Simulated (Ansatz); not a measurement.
Planning a run of Ansatz 0.2.0 on SnSe (Pnma). The input:

```yaml
crystal:
  lattice:
    - [11.5, 0.0, 0.0]
    - [0.0, 4.15, 0.0]
    - [0.0, 0.0, 4.43]
  atoms:
    - { symbol: Sn, position: [0.1180338767, 0.25, 0.0993953415] }
    - { symbol: Sn, position: [0.8819661233, 0.75, 0.9006046585] }
    - { symbol: Sn, position: [0.3819661233, 0.75, 0.5993953415] }
    - { symbol: Sn, position: [0.6180338767, 0.25, 0.4006046585] }
    - { symbol: Se, position: [0.8567328488, 0.25, 0.4777884865] }
    - { symbol: Se, position: [0.1432671512, 0.75, 0.5222115135] }
    - { symbol: Se, position: [0.6432671512, 0.75, 0.9777884865] }
    - { symbol: Se, position: [0.3567328488, 0.25, 0.0222115135] }
kpoints:
  mp_grid: { grid: [2, 4, 4] }
hamiltonian:
  xc: pbe
scf:
  occupations: { method: fixed }
gw:
  n_empty_bands: 451
  ecut_chi: 96
  qp_bands: [v2, c2]
  qp_kpoints: band_edges
  screening: { model: contour_deformation }
```

The database entry behind the starting cell differs from later determinations by our own check (an axis about 0.9 % long against later determinations), so it need not match the best structure at ambient conditions.

```sh
ansatz run input.yaml --threads 8 --pin off --max-ram 55296MiB --backend cuda --events-out ev --progress --plain --runs-dir out --devices 1 --max-vram 24GiB  # rebuilt from the run's record
```

Question: How long will it take on 1 × NVIDIA H100 80GB HBM3 with 8 threads of AMD EPYC 7R13 (Zen 3), shared host, and how much memory?

It took 16 s; on shared hardware allow 7.9 s to 32 s. Peak host memory was 2.5 GiB. The sizes that set the cost: 4121 plane waves a state, 18 irreducible k points, 511 bands summed, 459 plane waves in the screening and 7 SCF cycles.

The screening grows as filled bands × empty bands × pairs of k points, times the square of the screening basis for the matrix.

[Paths, hosts, dates, memory and timing lines, banners, echoed tables and standing remarks are left out of the program output.]

[Logs are printed without paths, hosts, clocks, repeated set-up lines and the standing remarks that a program may print on its own settings, such as how far it seeks lower states.]

[Runs of the session that timed out or met a known fault of the program may be left out.]

[Cells called generated may have been cut or substituted from an entry of the Crystallography Open Database or the Materials Project.]

[Hosts, paths, dates, database ids (printed as entryN), source tags and the programs' standing remarks are cut or masked in the printed files.]
